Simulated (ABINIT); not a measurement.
**BN (Qingsongite): one start, several treatments of the self-energy**

How much does the gap of BN (Qingsongite) depend on the approximation to the self-energy?

Calculated with ABINIT 10.8.3; PBE and many-body steps on it, plane waves.

Most raw output is cut from this account.

## (1) Starting point

Symmetry: F-43m, No. 216, cubic system. Conventional cell: a = 3.615 Å, b = 3.615 Å, c = 3.615 Å, α = 90.00°, β = 90.00°, γ = 90.00°. Nearest to B lie 4 N at 1.57 Å. Nearest to N lie 4 B at 1.57 Å. Farther neighbours and most contacts between anions are not listed.

The cell and positions come from the Crystallography Open Database and are kept as given unless a step says otherwise.

## (2) Empty states on the mesh, 8×8×8 mesh, 111 bands

This step: ABINIT 10.8.3; DFT, PBE, plane waves, norm-conserving pseudopotentials.

The sums over transitions need many empty states on a uniform mesh; this step solves for them.

The input, run.abi:

```
acell 3*1.0 Angstrom
rprim 
  -0.000000000000 1.807500000000 1.807500000000
  1.807500000000 0.000000000000 1.807500000000
  1.807500000000 1.807500000000 -0.000000000000
ntypat 2
znucl 5 7
natom 2
typat 1 2
xred 
  0.000000000000 0.000000000000 0.000000000000
  0.250000000000 0.250000000000 0.250000000000
pp_dirpath "pseudos"
pseudos "B.upf, N.upf"
ecut 36
ngkpt 8 8 8
nshiftk 1
shiftk 0 0 0
kptopt 1
chksymbreak 0
irdden 1
istwfk *1
nband 111
prtvol 0
optdriver 6
gwr_task "HDIAGO"
paral_kgb 0
occopt 1
indata_prefix "in"
outdata_prefix "out"
tmpdata_prefix "tmp"
```

Command:

```
OMP_NUM_THREADS=1 mpirun -n 4 abinit run.abi > log
```

Run time: 8.2 s. Hardware: 4 MPI ranks of Arm Neoverse V1, shared host; peak memory 0.39 GiB; 33 s of CPU time.

This step gave:

```
gap                                                           : 4.535 eV
k of the valence top                                          : 0, 0, 0
k of the conduction bottom                                    : 0.5, 0.5, 0
least direct gap                                              : 8.878 eV
k points computed                                             : 29
lowest point of the top converged band, above the valence top : 212.9686 eV
```

On this mesh the gap is 4.535 eV.

The density comes from a self-consistent run that is not shown.

## (3) Screening, 8×8×8 mesh, 103 bands, screening to 304.8 eV

The RPA dielectric matrix is built and inverted for each q.

This step: RPA screening on PBE, plane waves, norm-conserving pseudopotentials.

Changes to run.abi since step 2:

```diff
@@ -20,10 +20,11 @@
 chksymbreak 0
-irdden 1
 istwfk *1
-nband 111
-prtvol 0
-optdriver 6
-gwr_task "HDIAGO"
-paral_kgb 0
 occopt 1
+irdwfk 1
+optdriver 3
+nband 103
+ecuteps 11.2
+inclvkb 2
+awtr 1
+symchi 1
 indata_prefix "in"
```

The job ended after 83 s (4 MPI ranks; peak memory 0.83 GiB; 5.5 min of CPU time).

This step gave:

```
ε∞ with local fields, on this mesh, along the program's q direction : 4.311
the same without local fields                                       : 4.661
plasma frequency                                                    : 30.56 eV
plane waves in the screening matrix                                 : 137
```

Local fields lower ε∞ by 8 %.

## (4) G0W0, Godby-Needs plasmon pole

The self-energy is evaluated for the states that the input lists, and the levels follow from it, in one-shot runs by the linearised quasiparticle equation.

This step: G0W0 on PBE, plane waves, norm-conserving pseudopotentials.

Changes to run.abi since step 3:

```diff
@@ -23,8 +23,17 @@
 irdwfk 1
-optdriver 3
+optdriver 4
 nband 103
+gwcalctyp 0
+ecutsigx 36
+symsigma 1
+nkptgw 2
+kptgw 
+  0.0000000000 0.0000000000 0.0000000000
+  0.5000000000 0.5000000000 0.0000000000
+bdgw 
+  2 7
+  3 6
 ecuteps 11.2
-inclvkb 2
-awtr 1
-symchi 1
+irdscr 1
+ppmodel 1
 indata_prefix "in"
```

Run time: 12 s. Hardware: 4 MPI ranks; peak memory 0.83 GiB.

This step gave:

- G0W0 gap on the points computed: 6.061 eV
- starting gap on the mesh: 4.535 eV
- k of the valence top: 0, 0, 0
- k of the conduction bottom: 0.5, 0.5, 0
- Z at the valence top: 0.827
- Z at the conduction bottom: 0.854
- least direct G0W0 gap on the computed points: 10.97 eV

The gap on the mesh goes from 4.53 eV to 6.06 eV, a correction of +1.53 eV.

## (5) G0W0, Hybertsen-Louie plasmon pole

Changes to run.abi since step 4:

```diff
@@ -37,3 +37,3 @@
 irdscr 1
-ppmodel 1
+ppmodel 2
 indata_prefix "in"
```

Elapsed: 12 s, on 4 MPI ranks; peak memory 0.81 GiB.

Numbers from this step:

| Property | Result |
| --- | --- |
| G0W0 gap on the points computed | 6.243 eV |
| starting gap on the mesh | 4.535 eV |
| k of the valence top | 0, 0, 0 |
| k of the conduction bottom | 0.5, 0.5, 0 |
| Z at the valence top | 0.85 |
| Z at the conduction bottom | 0.871 |
| least direct G0W0 gap on the computed points | 11.21 eV |

Against G0W0 in ABINIT (8×8×8 mesh, 103 bands, screening to 304.8 eV, Godby-Needs plasmon pole), the gap moves by +0.182 eV.

## (6) G0W0, von der Linden-Horsch plasmon pole

Changes to run.abi since step 5:

```diff
@@ -37,3 +37,3 @@
 irdscr 1
-ppmodel 2
+ppmodel 3
 indata_prefix "in"
```

Elapsed: 5.3 s, on 4 MPI ranks; peak memory 0.59 GiB; 21 s of CPU time.

This step gave:

```yaml
g0w0_gap_on_the_points_computed: 6.094 eV
starting_gap_on_the_mesh: 4.535 eV
k_of_the_valence_top: 0, 0, 0
k_of_the_conduction_bottom: 0.5, 0.5, 0
least_direct_g0w0_gap_on_the_computed_points: 11.03 eV
```

Against G0W0 in ABINIT (8×8×8 mesh, 103 bands, screening to 304.8 eV, Godby-Needs plasmon pole), the gap moves by +0.033 eV.

## (7) G0W0, Engel-Farid plasmon pole

Changes to run.abi since step 6:

```diff
@@ -37,3 +37,3 @@
 irdscr 1
-ppmodel 3
+ppmodel 4
 indata_prefix "in"
```

Elapsed: 5.2 s, on 4 MPI ranks; peak memory 0.6 GiB.

Numbers from this step:

| Item | Value |
| --- | --- |
| G0W0 gap on the points computed | 6.244 eV |
| starting gap on the mesh | 4.535 eV |
| k of the valence top | 0, 0, 0 |
| k of the conduction bottom | 0.5, 0.5, 0 |
| least direct G0W0 gap on the computed points | 11.16 eV |

Against G0W0 in ABINIT (8×8×8 mesh, 103 bands, screening to 304.8 eV, Godby-Needs plasmon pole), the gap moves by +0.183 eV.

## (8) One-shot Hartree-Fock

This step: one-shot Hartree-Fock on PBE, plane waves, norm-conserving pseudopotentials.

Changes to run.abi since step 7:

```diff
@@ -24,4 +24,4 @@
 optdriver 4
-nband 103
-gwcalctyp 0
+nband 8
+gwcalctyp 5
 ecutsigx 36
@@ -35,5 +35,4 @@
   3 6
-ecuteps 11.2
-irdscr 1
-ppmodel 4
+ixc_sigma 40
+fftgw 31
 indata_prefix "in"
```

Run time: 2.1 s. Hardware: 4 MPI ranks; peak memory 0.11 GiB; 8 s of CPU time.

Numbers from this step:

| Property | Result |
| --- | --- |
| quasiparticle gap on the points computed | 13.27 eV |
| starting gap on the mesh | 4.535 eV |
| k of the valence top | 0, 0, 0 |
| k of the conduction bottom | 0.5, 0.5, 0 |
| least direct quasiparticle gap on the computed points | 19.07 eV |

Against G0W0 in ABINIT (8×8×8 mesh, 103 bands, screening to 304.8 eV, Godby-Needs plasmon pole), the gap moves by +7.210 eV.

## (9) Screening, 8×8×8 mesh, 103 bands, screening to 304.8 eV

This step: RPA screening on PBE, plane waves, norm-conserving pseudopotentials.

Changes to run.abi since step 8:

```diff
@@ -23,16 +23,14 @@
 irdwfk 1
-optdriver 4
-nband 8
-gwcalctyp 5
-ecutsigx 36
-symsigma 1
-nkptgw 2
-kptgw 
-  0.0000000000 0.0000000000 0.0000000000
-  0.5000000000 0.5000000000 0.0000000000
-bdgw 
-  2 7
-  3 6
-ixc_sigma 40
-fftgw 31
+optdriver 3
+nband 103
+ecuteps 11.2
+inclvkb 2
+awtr 1
+symchi 1
+gwcalctyp 2
+nfreqre 16
+freqremax 40 eV
+nfreqim 8
+spmeth 1
+nomegasf 120
 indata_prefix "in"
```

Elapsed: 2.9 min, on 4 MPI ranks; peak memory 0.93 GiB.

This step gave:

| Property | Result |
| --- | --- |
| ε∞ with local fields, on this mesh, along the program's q direction | 4.341 |
| the same without local fields | 4.697 |
| plasma frequency | 30.56 eV |
| plane waves in the screening matrix | 137 |

## (10) G0W0, contour deformation

This step: G0W0 on PBE, plane waves, norm-conserving pseudopotentials.

Changes to run.abi since step 9:

```diff
@@ -23,14 +23,16 @@
 irdwfk 1
-optdriver 3
+optdriver 4
 nband 103
+gwcalctyp 2
+ecutsigx 36
+symsigma 1
+nkptgw 2
+kptgw 
+  0.0000000000 0.0000000000 0.0000000000
+  0.5000000000 0.5000000000 0.0000000000
+bdgw 
+  2 7
+  3 6
 ecuteps 11.2
-inclvkb 2
-awtr 1
-symchi 1
-gwcalctyp 2
-nfreqre 16
-freqremax 40 eV
-nfreqim 8
-spmeth 1
-nomegasf 120
+irdscr 1
 indata_prefix "in"
```

Elapsed: 7.4 s, on 4 MPI ranks; peak memory 1.1 GiB; 29 s of CPU time.

Numbers from this step:

```
G0W0 gap on the points computed              : 6.133 eV
starting gap on the mesh                     : 4.535 eV
k of the valence top                         : 0, 0, 0
k of the conduction bottom                   : 0.5, 0.5, 0
least direct G0W0 gap on the computed points : 11.03 eV
```

Against G0W0 in ABINIT (8×8×8 mesh, 103 bands, screening to 304.8 eV, Godby-Needs plasmon pole), the gap moves by +0.072 eV.

## (11) Screening, 8×8×8 mesh, 103 bands, screening to 304.8 eV

This step: RPA screening on PBE, plane waves, norm-conserving pseudopotentials.

Changes to run.abi since step 10:

```diff
@@ -23,16 +23,11 @@
 irdwfk 1
-optdriver 4
+optdriver 3
 nband 103
-gwcalctyp 2
-ecutsigx 36
-symsigma 1
-nkptgw 2
-kptgw 
-  0.0000000000 0.0000000000 0.0000000000
-  0.5000000000 0.5000000000 0.0000000000
-bdgw 
-  2 7
-  3 6
 ecuteps 11.2
-irdscr 1
+inclvkb 2
+awtr 1
+symchi 1
+gwcalctyp 1
+nfreqre 0
+nfreqim 16
 indata_prefix "in"
```

Wall time 4.9 min (4 MPI ranks); peak memory 0.86 GiB; 20 min of CPU time.

Numbers from this step:

```yaml
eps_infinity_with_local_fields_on_this_mesh_along_the_program_s_q_direction: 4.311
the_same_without_local_fields: 4.661
plasma_frequency: 30.56 eV
plane_waves_in_the_screening_matrix: 137
```

## (12) G0W0, analytic continuation

This step: G0W0 on PBE, plane waves, norm-conserving pseudopotentials.

Changes to run.abi since step 11:

```diff
@@ -23,11 +23,18 @@
 irdwfk 1
-optdriver 3
+optdriver 4
 nband 103
+gwcalctyp 1
+ecutsigx 36
+symsigma 1
+nkptgw 2
+kptgw 
+  0.0000000000 0.0000000000 0.0000000000
+  0.5000000000 0.5000000000 0.0000000000
+bdgw 
+  2 7
+  3 6
 ecuteps 11.2
-inclvkb 2
-awtr 1
-symchi 1
-gwcalctyp 1
-nfreqre 0
-nfreqim 16
+irdscr 1
+nomegasi 12
+omegasimax 25 eV
 indata_prefix "in"
```

It took 9.2 s on 4 MPI ranks; peak memory 1 GiB.

Numbers from this step:

```yaml
g0w0_gap_on_the_points_computed: 6.159 eV
starting_gap_on_the_mesh: 4.535 eV
k_of_the_valence_top: 0, 0, 0
k_of_the_conduction_bottom: 0.5, 0.5, 0
least_direct_g0w0_gap_on_the_computed_points: 11.07 eV
```

Against G0W0 in ABINIT (8×8×8 mesh, 103 bands, screening to 304.8 eV, Godby-Needs plasmon pole), the gap moves by +0.098 eV.

## (13) The runs together

Times are wall times on 4 MPI ranks of Arm Neoverse V1, shared host, good to a factor of about two. A run's time includes the screening step that it read.

```csv
run,mesh,bands,screening cutoff (eV),DFT gap (eV),gap on the mesh (eV),direct (eV),ε∞ used,time
"G0W0, Godby-Needs plasmon pole",8×8×8,103,304.8,4.535,6.061,10.971,4.31,95 s
"G0W0, Hybertsen-Louie plasmon pole",8×8×8,103,304.8,4.535,6.243,11.214,4.31,95 s
"G0W0, von der Linden-Horsch plasmon pole",8×8×8,103,304.8,4.535,6.094,11.035,4.31,88 s
"G0W0, Engel-Farid plasmon pole",8×8×8,103,304.8,4.535,6.244,11.163,4.31,88 s
one-shot Hartree-Fock,8×8×8,-,-,4.535,13.271,19.065,-,2.1 s
"G0W0, contour deformation",8×8×8,103,304.8,4.535,6.133,11.033,4.34,3 min
"G0W0, analytic continuation",8×8×8,103,304.8,4.535,6.159,11.074,4.31,5.1 min
```

## (14) Summary of results

| Item | Value |
| --- | --- |
| G0W0, Godby-Needs plasmon pole | 6.061 eV |
| G0W0, Hybertsen-Louie plasmon pole | 6.243 eV |
| G0W0, von der Linden-Horsch plasmon pole | 6.094 eV |
| G0W0, Engel-Farid plasmon pole | 6.244 eV |
| one-shot Hartree-Fock | 13.271 eV |
| G0W0, contour deformation | 6.133 eV |
| G0W0, analytic continuation | 6.159 eV |
| known limits | not at the basis limit |

In words: G0W0, Hybertsen-Louie plasmon pole: +0.182 eV against G0W0, Godby-Needs plasmon pole. G0W0, von der Linden-Horsch plasmon pole: +0.033 eV against G0W0, Godby-Needs plasmon pole. G0W0, Engel-Farid plasmon pole: +0.183 eV against G0W0, Godby-Needs plasmon pole. One-shot Hartree-Fock: +7.210 eV against G0W0, Godby-Needs plasmon pole. G0W0, contour deformation: +0.072 eV against G0W0, Godby-Needs plasmon pole. G0W0, analytic continuation: +0.098 eV against G0W0, Godby-Needs plasmon pole. Bare exchange alone opens the gap to 13.27 eV; against G0W0, correlation takes back 7.21 eV. Bands and cutoff are finite, so the gap is not at the basis limit. The miss can reach some tenths of an eV and take either sign; the mesh is an error of its own. In the G0W0 runs levels were corrected at 2 k points alone, so a gap called «on the mesh» is the least over those, and an edge elsewhere would be missed.

[Paths, hosts, dates, memory and timing lines, banners, echoed tables and standing remarks are left out of the program output.]

[Logs are printed without paths, hosts, clocks, repeated set-up lines and the standing remarks that a program may print on its own settings, such as how far it seeks lower states.]

[Runs of the session that timed out or met a known fault of the program may be left out.]

[Hosts, paths, dates, database ids (printed as entryN), source tags and the programs' standing remarks are cut or masked in the printed files.]

[G0W0 gaps are taken among the corrected bands and points alone; a level outside them can change the order at an edge.]

[Where Ansatz stands beside ABINIT at settings called matched, ABINIT's density can come from a denser mesh and the files from another edition; pairs whose starting gaps differed by over 0.03 eV were left out, so agreement reads better than it is.]
